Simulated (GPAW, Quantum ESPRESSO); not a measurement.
# Core-hole calculation of the Y L₃ edge in YSe (Fm-3m), part 3 of 4

Aim: the Y L₃ edge of YSe (Fm-3m) by two routes, a Lanczos recursion (XSpectra) and a sum over empty bands (GPAW), to see which features are robust.

Quantum ESPRESSO 7.5 and GPAW 26.7.0; core-hole supercells, plane-wave PAW LDA.

So far. Step 7 (Spectrum with XCH, Y atom 1 (Quantum ESPRESSO)): Main maxima below 30 eV (height): 0.5 eV (3.00), 1.7 eV (2.80), 7.1 eV (0.85), 15.6 eV (0.69) and 25.9 eV (0.66).  Step 8 (The field without a hole (GPAW)): The mesh shows no gap, so the system is treated as a metal and the core electron is put at the Fermi level (neutral cell).

## 9. Spectrum without a core hole, Y atom 1 (GPAW)

Level of this step: X-ray absorption from dipole matrix elements to empty bands, plane-wave PAW LDA (GPAW).

This cheap baseline ignores the attraction of the hole: it shows the absorber's empty states as they are in the ground state. The data set with a hole of occupation 0 only carries the core orbital.

xas.py reads:

```python
import numpy as np
from ase import Atoms
from ase.parallel import parprint, paropen
from gpaw import GPAW, PW, FermiDirac, Mixer, MixerDif, setup_paths
from gpaw.test import gen
setup_paths.insert(0, '.')
gen('Y', name='nch2p', xcname='LDA', corehole=(2, 1, 0), write_xml=True)
from gpaw.mpi import world
world.barrier()

atoms = Atoms('YSe',
    cell=[[0, 2.8515, 2.8515],
     [2.8515, 0, 2.8515],
     [2.8515, 2.8515, 0]],
    scaled_positions=[[0.5, 0.5, 0.5],
     [0, 0, 0]],
    pbc=True)
atoms.calc = calc = GPAW(legacy_gpaw=True, mode=PW(500, force_complex_dtype=True), xc='LDA', setups={0: 'nch2p'},
    kpts={'size': (10, 10, 10), 'gamma': True}, occupations=FermiDirac(0.1),
    charge=0, mixer=Mixer(0.1, 5, 50), maxiter=150,
    convergence={'density': 0.0001, 'eigenstates': 1e-6}, txt='scf.txt')
energy = atoms.get_potential_energy() + calc.get_reference_energy()
ef = calc.get_fermi_level()
out = dict(energy=energy, fermi=ef, forces=atoms.get_forces().tolist())
parprint(f'all-electron energy {energy:.4f} eV, Fermi level {ef:.4f} eV')
ev = np.array([[calc.get_eigenvalues(k, s) for k in range(len(calc.get_ibz_k_points()))] for s in range(calc.get_number_of_spins())])
out['homo'], out['lumo'], out['counts'] = ev[ev < ef].max(), ev[ev > ef].min(), sorted(set((ev < ef).sum((0, 2)).tolist()))
out['filled'] = (ev[:, 0] < ef).sum(1).tolist()

from ase.units import Ha
from gpaw.xas import dipole_matrix_elements
nb = int(calc.get_number_of_electrons() / 2) + 36
top = nb
nscf = calc.fixed_density(kpts={'size': (9, 9, 9), 'gamma': True},
    convergence={'eigenstates': 1.0}, txt='nscf.txt')
nscf.diagonalize_full_hamiltonian(nbands=nb)
cell = atoms.cell.array
ops = [cell.T @ U.T @ np.linalg.inv(cell.T) for U in nscf.wfs.kd.symmetry.op_scc]
E = np.arange(-25, 34, 0.1)
fwhm = np.interp(E, [4, 25], [1.5, 3.5])
Y, X, zero, highest = 0, 0, 1e9, 1e9
for spin in range(nscf.get_number_of_spins()):
    wfs = nscf.wfs
    A = dipole_matrix_elements(wfs.setups[0])
    eps = np.zeros((wfs.kd.nibzkpts, nb))
    d = np.zeros((3, A.shape[1], wfs.kd.nibzkpts, nb), complex)
    for kpt in wfs.kpt_u:
        if kpt.s == spin and 0 in kpt.P_ani:
            eps[kpt.k] = kpt.eps_n * Ha
            d[:, :, kpt.k] = (kpt.weight * wfs.nspins / 2) ** 0.5 * np.inner(A, kpt.P_ani[0])
    world.sum(eps)
    world.sum(d)
    T = np.einsum('amkn,bmkn->abkn', d, d.conj()).real
    T = sum(np.einsum('ai,ijkn,bj->abkn', R, T, R) for R in ops) / len(ops)
    empty = eps > ef
    zero, highest = min(zero, eps[empty].min()), min(highest, eps[:, top - 1].min())
    lines = [(eps, T, empty)] if spin == 0 else lines + [(eps, T, empty)]
for eps, T, empty in lines:
    f = np.einsum('aakn->akn', T).reshape(3, -1)
    x = eps.ravel() - zero
    w = np.interp(x, E, fwhm) / 2.35482
    g = np.exp(-0.5 * ((E[:, None] - x) / w) ** 2) / (w * (2 * np.pi) ** 0.5)
    Y = Y + (f * empty.ravel()) @ g.T
    X = X + (f * ~empty.ravel()) @ g.T
out.update(E=E.round(2).tolist(), xas=Y.tolist(), xes=X.tolist(), zero=zero, valid=highest - zero, nk=len(eps), nb=nb)
for i in range(0, len(E), 10):
    parprint(f'{E[i]:7.2f}', *(f'{v:10.3e}' for v in Y[:, i]))
import json
with paropen('out.json', 'w') as f:
    json.dump(out, f)
```

On the command line:

```sh
> OMP_NUM_THREADS=1 mpirun -n 4 gpaw python xas.py
```

Numbers of over 12 decimals in the logs are rounded to 6 here.

Output:

```text
Input parameters:
  convergence: {density: 0.0001,
                eigenstates: 1e-06}
  kpts: {gamma: True,
         size: (10, 10, 10)}
  maxiter: 150
  mixer: {backend: pulay,
          beta: 0.1,
          method: separate,
          nmaxold: 5,
          weight: 50}
  mode: {ecut: 500.0,
         force_complex_dtype: True,
         name: pw}
  occupations: {fixmagmom: False,
                name: fermi-dirac,
[...]
*d    :     0.902805
--------------------------------

Diagonalizing with gridspacing h=0.050

state   all-electron     PAW
-------------------------------
4s:      -1.763072    -1.763529
4p:      -1.027192    -1.027856
4d:      -0.097195    -0.097523
*f:                    0.059866
-------------------------------
all-electron energy -158018.2865 eV, Fermi level 9.3045 eV
[...]
32.00  1.121e-05  1.121e-05  1.121e-05
  33.00  1.109e-05  1.109e-05  1.109e-05
[key lines of the parts left out:]
Converged after 11 iterations.
Dipole moment: (-0.000000, -0.000000, -0.000000) |e|*Ang
Free energy:    -13.243687
Fermi level: 9.30450
```

Elapsed: 36 s, on 4 MPI ranks of Arm Neoverse V2, shared host; peak memory 0.35 GiB.

The Y L₃ spectrum, Y atom 1, no core hole (energy from the lowest empty level; intensity scaled to a mean of 1 over the first 20 eV):

| E (eV) | intensity |
| --- | --- |
| -2.0 | 0.00 |
| -1.5 | 0.01 |
| -1.0 | 0.04 |
| -0.5 | 0.19 |
| 0.0 | 0.50 |
| 0.5 | 0.96 |
| 1.0 | 1.53 |
| 1.5 | 2.22 |
| 2.0 | 2.92 |
| 2.5 | 3.26 |
| 3.0 | 2.96 |
| 3.5 | 2.12 |
| 4.0 | 1.29 |
| 4.5 | 0.85 |
| 5.0 | 0.74 |
| 5.5 | 0.79 |
| 6.0 | 0.86 |
| 6.5 | 0.97 |
| 7.0 | 1.08 |
| 7.5 | 1.09 |
| 8.0 | 0.99 |
| 8.5 | 0.83 |
| 9.0 | 0.68 |
| 9.5 | 0.61 |
| 10.0 | 0.61 |
| 10.5 | 0.66 |
| 11.0 | 0.69 |
| 11.5 | 0.66 |
| 12.0 | 0.59 |
| 12.5 | 0.52 |
| 13.0 | 0.48 |
| 13.5 | 0.50 |
| 14.0 | 0.55 |
| 14.5 | 0.63 |
| 15.0 | 0.71 |
| 15.5 | 0.76 |
| 16.0 | 0.79 |
| 16.5 | 0.77 |
| 17.0 | 0.73 |
| 17.5 | 0.66 |
| 18.0 | 0.60 |
| 18.5 | 0.55 |
| 19.0 | 0.52 |
| 19.5 | 0.51 |
| 20.0 | 0.51 |
| 20.5 | 0.52 |
| 21.0 | 0.52 |
| 21.5 | 0.52 |
| 22.0 | 0.52 |
| 22.5 | 0.53 |
| 23.0 | 0.55 |
| 23.5 | 0.57 |
| 24.0 | 0.60 |
| 24.5 | 0.64 |
| 25.0 | 0.69 |
| 25.5 | 0.72 |
| 26.0 | 0.75 |
| 26.5 | 0.76 |
| 27.0 | 0.76 |
| 27.5 | 0.74 |
| 28.0 | 0.71 |
| 28.5 | 0.69 |
| 29.0 | 0.67 |
| 29.5 | 0.65 |
| 30.0 | 0.63 |
| 30.5 | 0.60 |
| 31.0 | 0.57 |
| 31.5 | 0.54 |
| 32.0 | 0.52 |

Main maxima below 30 eV (height): 2.6 eV (3.27), 7.2 eV (1.10), 11.0 eV (0.69), 16.0 eV (0.79) and 26.6 eV (0.76). 

The same matrix elements for filled bands give the Y L₃ emission of Y atom 1 (ground-state approximation; energy from the lowest empty level, largest value 1):

| E (eV) | emission |
| --- | --- |
| -24.00 | 0.00 |
| -23.25 | 0.00 |
| -22.50 | 0.00 |
| -21.75 | 0.00 |
| -21.00 | 0.00 |
| -20.25 | 0.00 |
| -19.50 | 0.00 |
| -18.75 | 0.00 |
| -18.00 | 0.00 |
| -17.25 | 0.00 |
| -16.50 | 0.00 |
| -15.75 | 0.01 |
| -15.00 | 0.03 |
| -14.25 | 0.04 |
| -13.50 | 0.01 |
| -12.75 | 0.00 |
| -12.00 | 0.00 |
| -11.25 | 0.00 |
| -10.50 | 0.00 |
| -9.75 | 0.00 |
| -9.00 | 0.00 |
| -8.25 | 0.00 |
| -7.50 | 0.04 |
| -6.75 | 0.17 |
| -6.00 | 0.38 |
| -5.25 | 0.73 |
| -4.50 | 0.80 |
| -3.75 | 0.36 |
| -3.00 | 0.10 |
| -2.25 | 0.20 |
| -1.50 | 0.57 |
| -0.75 | 0.97 |
| 0.00 | 0.77 |
| 0.75 | 0.21 |
| 1.50 | 0.02 |
| 2.25 | 0.00 |
| 3.00 | 0.00 |

Emission maxima: -4.8 eV (0.86) and -0.6 eV (1.00).

## 10. Reference energy of the supercell (GPAW)

Total energies of two programs can't be mixed, so the cell and mesh of GPAW's hole run get a reference energy of their own.

scf.py reads:

```python
import numpy as np
from ase import Atoms
from ase.parallel import parprint, paropen
from gpaw import GPAW, PW, FermiDirac, Mixer, MixerDif, setup_paths
from gpaw.test import gen
setup_paths.insert(0, '.')
gen('Y', name='nch2p', xcname='LDA', corehole=(2, 1, 0), write_xml=True)
from gpaw.mpi import world
world.barrier()

atoms = Atoms('Y4Se4',
    cell=[[0, -5.703, 0],
     [-5.703, 0, 0],
     [0, 0, -5.703]],
    scaled_positions=[[0.5, 0.5, 0.5],
     [0, 0.5, 0],
     [0.5, 0, 0],
     [0, 0, 0.5],
     [0, 0, 0],
     [0.5, 0, 0.5],
     [0, 0.5, 0.5],
     [0.5, 0.5, 0]],
    pbc=True)
atoms.calc = calc = GPAW(legacy_gpaw=True, mode=PW(500, force_complex_dtype=True), xc='LDA', setups={0: 'nch2p'},
    kpts={'size': (5, 5, 5), 'gamma': True}, occupations=FermiDirac(0.1),
    charge=0, mixer=Mixer(0.1, 5, 50), maxiter=150,
    convergence={'density': 0.0001, 'eigenstates': 1e-6}, txt='scf.txt')
energy = atoms.get_potential_energy() + calc.get_reference_energy()
ef = calc.get_fermi_level()
out = dict(energy=energy, fermi=ef, forces=atoms.get_forces().tolist())
parprint(f'all-electron energy {energy:.4f} eV, Fermi level {ef:.4f} eV')
ev = np.array([[calc.get_eigenvalues(k, s) for k in range(len(calc.get_ibz_k_points()))] for s in range(calc.get_number_of_spins())])
out['homo'], out['lumo'], out['counts'] = ev[ev < ef].max(), ev[ev > ef].min(), sorted(set((ev < ef).sum((0, 2)).tolist()))
out['filled'] = (ev[:, 0] < ef).sum(1).tolist()
import json
with paropen('out.json', 'w') as f:
    json.dump(out, f)
```

On the command line:

```sh
> OMP_NUM_THREADS=1 mpirun -n 4 gpaw python scf.py
```

Output:

```text
Input parameters:
  convergence: {density: 0.0001,
                eigenstates: 1e-06}
  kpts: {gamma: True,
         size: (5, 5, 5)}
  maxiter: 150
  mixer: {backend: pulay,
          beta: 0.1,
          method: separate,
          nmaxold: 5,
          weight: 50}
  mode: {ecut: 500.0,
         force_complex_dtype: True,
         name: pw}
  occupations: {fixmagmom: False,
                name: fermi-dirac,
[...]
5s(2) :    -0.155371     0.971849
4p(6) :    -1.027192     0.548140
5p(0) :    -0.054980     0.976393
4d(1) :    -0.097195     0.865310
*d    :     0.902805
--------------------------------

Diagonalizing with gridspacing h=0.050

state   all-electron     PAW
-------------------------------
4s:      -1.763072    -1.763529
4p:      -1.027192    -1.027856
4d:      -0.097195    -0.097523
*f:                    0.059866
-------------------------------
all-electron energy -632073.0920 eV, Fermi level 9.3745 eV
[key lines of the parts left out:]
Converged after 22 iterations.
Dipole moment: (0.000000, 0.000000, 0.000000) |e|*Ang
Free energy:    -52.932436
Fermi level: 9.37453
```

Wall time 18 s (4 MPI ranks); peak memory 0.22 GiB.

Reference energy: -632073.092 eV with the cores included.

## 11. Spectrum with XCH, Y atom 1 (GPAW)

The holes are 5.7 Å apart. The excited electron is kept in the cell, where it fills the lowest empty states and screens the hole. After the field has converged, empty bands are computed with the density fixed and the dipole matrix elements are summed.

xas.py, as its differences from that of step 9:

```diff
@@ -6,3 +6,3 @@
 setup_paths.insert(0, '.')
-gen('Y', name='nch2p', xcname='LDA', corehole=(2, 1, 0), write_xml=True)
+gen('Y', name='fch2p', xcname='LDA', corehole=(2, 1, 1), write_xml=True)
 from gpaw.mpi import world
@@ -10,12 +10,18 @@
 
-atoms = Atoms('YSe',
-    cell=[[0, 2.8515, 2.8515],
-     [2.8515, 0, 2.8515],
-     [2.8515, 2.8515, 0]],
+atoms = Atoms('Y4Se4',
+    cell=[[0, -5.703, 0],
+     [-5.703, 0, 0],
+     [0, 0, -5.703]],
     scaled_positions=[[0.5, 0.5, 0.5],
-     [0, 0, 0]],
+     [0, 0.5, 0],
+     [0.5, 0, 0],
+     [0, 0, 0.5],
+     [0, 0, 0],
+     [0.5, 0, 0.5],
+     [0, 0.5, 0.5],
+     [0.5, 0.5, 0]],
     pbc=True)
-atoms.calc = calc = GPAW(legacy_gpaw=True, mode=PW(500, force_complex_dtype=True), xc='LDA', setups={0: 'nch2p'},
-    kpts={'size': (10, 10, 10), 'gamma': True}, occupations=FermiDirac(0.1),
-    charge=0, mixer=Mixer(0.1, 5, 50), maxiter=150,
+atoms.calc = calc = GPAW(legacy_gpaw=True, mode=PW(500, force_complex_dtype=True), xc='LDA', setups={0: 'fch2p'},
+    kpts={'size': (5, 5, 5), 'gamma': True}, occupations=FermiDirac(0.1),
+    charge=-1, mixer=Mixer(0.1, 5, 50), maxiter=150,
     convergence={'density': 0.0001, 'eigenstates': 1e-6}, txt='scf.txt')
@@ -31,10 +37,9 @@
 from gpaw.xas import dipole_matrix_elements
-nb = int(calc.get_number_of_electrons() / 2) + 36
-top = nb
-nscf = calc.fixed_density(kpts={'size': (9, 9, 9), 'gamma': True},
-    convergence={'eigenstates': 1.0}, txt='nscf.txt')
-nscf.diagonalize_full_hamiltonian(nbands=nb)
+nb = int(calc.get_number_of_electrons() / 2) + 133
+top, nb = nb, nb + 8 + nb // 12
+nscf = calc.fixed_density(kpts={'size': (6, 6, 6), 'gamma': True}, nbands=nb,
+    convergence={'bands': top, 'eigenstates': 1e-5}, maxiter=60, txt='nscf.txt')
 cell = atoms.cell.array
 ops = [cell.T @ U.T @ np.linalg.inv(cell.T) for U in nscf.wfs.kd.symmetry.op_scc]
-E = np.arange(-25, 34, 0.1)
+E = np.arange(-6, 34, 0.1)
 fwhm = np.interp(E, [4, 25], [1.5, 3.5])
```

On the command line:

```sh
> OMP_NUM_THREADS=1 mpirun -n 4 gpaw python xas.py
```

Output:

```text
Input parameters:
  charge: -1
  convergence: {density: 0.0001,
                eigenstates: 1e-06}
  kpts: {gamma: True,
         size: (5, 5, 5)}
  maxiter: 150
  mixer: {backend: pulay,
          beta: 0.1,
          method: separate,
          nmaxold: 5,
          weight: 50}
  mode: {ecut: 500.0,
         force_complex_dtype: True,
         name: pw}
  occupations: {fixmagmom: False,
                name: fermi-dirac,
                width: 0.1}
  setups: {0: fch2p}

Initialize ...

[... PAW data sets ...]

Reference energy: -629914.952088  # eV

Spin-paired calculation

[... convergence settings ...]
Symmetries present (total): 48
  [... symmetry matrices ...]

125 k-points: 5 x 5 x 5 Monkhorst-Pack grid
10 k-points in the irreducible part of the Brillouin zone
       k-points in crystal coordinates                weights
   0:     0.00000000    0.00000000    0.00000000          1/125
   1:     0.20000000    0.00000000    0.00000000          6/125
   2:     0.20000000    0.20000000    0.00000000         12/125
   3:     0.20000000    0.20000000    0.20000000          8/125
   4:     0.40000000    0.00000000    0.00000000          6/125
   5:     0.40000000    0.20000000    0.00000000         24/125
   6:     0.40000000    0.20000000    0.20000000         24/125
   7:     0.40000000    0.40000000    0.00000000         12/125
   8:     0.40000000    0.40000000    0.20000000         24/125
   9:     0.40000000    0.40000000    0.40000000          8/125

Wave functions: Plane wave expansion
  Cutoff energy: 500.000 eV
  Number of coefficients (min, max): 4688, 4737
  Pulay-stress correction: 0.000000 eV/Ang^3 (de/decut=0.000000)
  Using FFTW library
  Wavefunction extrapolation:
    Improved wavefunction reuse through dual PAW basis

Occupation numbers: Fermi-Dirac:
  width: 0.1000  # eV

Eigensolver
   Davidson(niter=2)

Densities:
  Coarse grid: 30*30*30 grid
  Fine grid: 60*60*60 grid
  Total Charge: 0.000000

Density mixing:
  Method: separate
  Backend: pulay
  Linear mixing parameter: 0.1
  old densities: 5
  Width of damping distribution: 1.1
  Damping of long wavelength oscillations: 50

[... Hamiltonian set-up ...]
Number of atoms: 8
Number of atomic orbitals: 68
Number of bands in calculation: 46
Number of valence electrons: 69
Bands to converge: occupied

... initialized

Initializing position-dependent things.

Density initialized from atomic densities
Creating initial wave functions:
  46 bands from LCAO basis set

         Y      Se
       Se     Y

         Se     Y
       Y      Se

Atomic positions and initial magnetic moments

Positions:
   0 Y     -2.851500   -2.851500   -2.851500    ( 0.0000,  0.0000,  0.0000)
   1 Y     -2.851500    0.000000    0.000000    ( 0.0000,  0.0000,  0.0000)
   2 Y      0.000000   -2.851500    0.000000    ( 0.0000,  0.0000,  0.0000)
   3 Y      0.000000    0.000000   -2.851500    ( 0.0000,  0.0000,  0.0000)
   4 Se     0.000000    0.000000    0.000000    ( 0.0000,  0.0000,  0.0000)
   5 Se     0.000000   -2.851500   -2.851500    ( 0.0000,  0.0000,  0.0000)
   6 Se    -2.851500    0.000000   -2.851500    ( 0.0000,  0.0000,  0.0000)
   7 Se    -2.851500   -2.851500    0.000000    ( 0.0000,  0.0000,  0.0000)

Unit cell:
           periodic     x           y           z      points  spacing
  1. axis:    yes    0.000000   -5.703000    0.000000    30     0.1901
  2. axis:    yes   -5.703000    0.000000    0.000000    30     0.1901
  3. axis:    yes    0.000000    0.000000   -5.703000    30     0.1901

  Lengths:   5.703000   5.703000   5.703000
  Angles:   90.000000  90.000000  90.000000

Effective grid spacing dv^(1/3) = 0.1901

iter:   1   -68.674439
iter:   2   -62.715168   -0.64  -1.04
iter:   3   -62.418596   -1.31  -1.33
iter:   4   -62.290491   -2.22  -1.54
iter:   5   -62.252371   -1.55  -1.60
iter:   6   -62.318017   -2.39  -2.10
iter:   7   -62.227417   -2.64  -1.96
iter:   8   -62.225563   -3.77  -2.50
iter:   9   -62.225240c  -3.84  -2.69
iter:  10   -62.225123c  -4.38  -3.25
iter:  11   -62.225098c  -4.78  -3.56
iter:  12   -62.225053c  -4.90  -3.65
iter:  13   -62.225136c  -5.00  -3.72
iter:  14   -62.225114c  -5.24  -3.81
iter:  15   -62.225094c  -5.36  -4.14c
iter:  16   -62.225081c  -5.53  -4.33c
iter:  17   -62.225080c  -5.61  -4.52c
iter:  18   -62.225084c  -5.77  -4.98c
iter:  19   -62.225086c  -5.85  -5.21c
iter:  20   -62.225087c  -6.00c -5.29c

Converged after 20 iterations.

Dipole moment: (0.000000, 0.000000, 0.000000) |e|*Ang

Energy contributions relative to reference atoms: (reference = -629914.952088)

Kinetic:        +43.763234
Potential:      -40.482608
External:        +0.000000
XC:             -64.455843
Entropy (-ST):   -0.255431
Local:           -0.922155
SIC:             +0.000000
--------------------------
Free energy:    -62.352802
Extrapolated:   -62.225087

Showing only first 2 kpts
 Kpt  Band  Eigenvalues  Occupancy
  0    32      6.88630    2.00000
  0    33      6.88630    2.00000
  0    34      6.88630    2.00000
  0    35      8.71994    1.97086

  1    32      7.01070    2.00000
  1    33      7.62935    2.00000
  1    34      7.62935    2.00000
[...]
Fermi level: 9.14136

No gap
No difference between direct/indirect transitions

Forces in eV/Ang:
  0 Y    -0.00000   -0.00000    0.00000
  1 Y     0.00000   -0.00000    0.00000
  2 Y    -0.00000    0.00000    0.00000
  3 Y     0.00000    0.00000    0.00000
  4 Se    0.00000    0.00000    0.00000
  5 Se    0.00000   -0.00000   -0.00000
  6 Se   -0.00000    0.00000   -0.00000
  7 Se   -0.00000   -0.00000    0.00000
Scalar-relativistic atomic LDA calculation for Y (Yttrium, Z=39)
Core hole in 2p state (2p occupation: 5.0)
750 radial gridpoints.
|------------------------------------------------|
|------------------------------------------------|
[... the atom generator's iteration count ...]

Energy contributions:
-------------------------
Kinetic:    +3390.169410
XC:          -101.586326
Potential:  -6591.707672
-------------------------
Total:      -3303.124588

state      eigenvalue         ekin         rmax
-----------------------------------------------
1s^2.0 :  -624.020649   785.933785        0.025
2s^2.0 :   -88.104979   159.718374        0.140
2p^5.0 :   -79.278025   154.656858        0.112
3s^2.0 :   -14.821145    41.563665        0.416
3p^6.0 :   -11.851076    38.628153        0.408
3d^10.0:    -6.902769    34.281661        0.347
4s^2.0 :    -2.317952     8.978980        1.088
4p^6.0 :    -1.537864     7.230238        1.182
4d^1.0 :    -0.465087     3.600285        1.531
5s^2.0 :    -0.408502     1.464135        2.930
5p^0.0 :    -0.262947     1.007025        3.543
-----------------------------------------------
(units: Bohr and Hartree)

Generating PAW setup
Kinetic energy of the core from tauc = 3378.447297
Cutoffs:
rc(s)=2.510
rc(p)=2.490
rc(d)=2.430
rc(vbar)=2.450
rc(comp)=2.410
rc(nct)=2.510

Kinetic energy of the core states: 3322.301470
Charge: 1.0
Core electrons: 27.0
Valence electrons: 11.0
Pseudo-core charge: 0.001449
Shape function alpha=1.722
Pseudo-electron charge 6.524097
state    eigenvalue         norm
--------------------------------
4s(2) :    -2.317952     0.579399
5s(2) :    -0.408502     0.963008
4p(6) :    -1.537864     0.451215
5p(0) :    -0.262947     0.957472
4d(1) :    -0.465087     0.730544
*d    :     0.534913
--------------------------------

Diagonalizing with gridspacing h=0.050

state   all-electron     PAW
-------------------------------
4s:      -2.317952    -2.318410
4p:      -1.537864    -1.538528
4d:      -0.465087    -0.465594
*f:                   -0.036509
-------------------------------
all-electron energy -629977.1772 eV, Fermi level 9.1414 eV
[...]
31.00  1.007e-05  1.007e-05  1.007e-05
  32.00  9.623e-06  9.623e-06  9.623e-06
  33.00  9.912e-06  9.912e-06  9.912e-06
```

Elapsed: 95 s, on 4 MPI ranks; peak memory 0.39 GiB.

(Continued in part 4 of 4.)

[Banner, clock and machine lines of the logs are left out without a mark of their own.]

[Logs are printed without paths, hosts, clocks, repeated set-up lines and the standing remarks that a program may print on its own settings, such as how far it seeks lower states.]

[Hosts, paths, dates, database ids (printed as entryN), source tags and the programs' standing remarks are cut or masked in the printed files.]

[Lists of maxima count a maximum above −3 eV only where it reaches 4 % of the highest in the window and stands out from its surroundings by 2 % of it (1.5 % where it reaches 55 %); shoulders and weaker maxima are passed over, and of the rest the first, up to two pre-edge ones and the few strongest are named.]
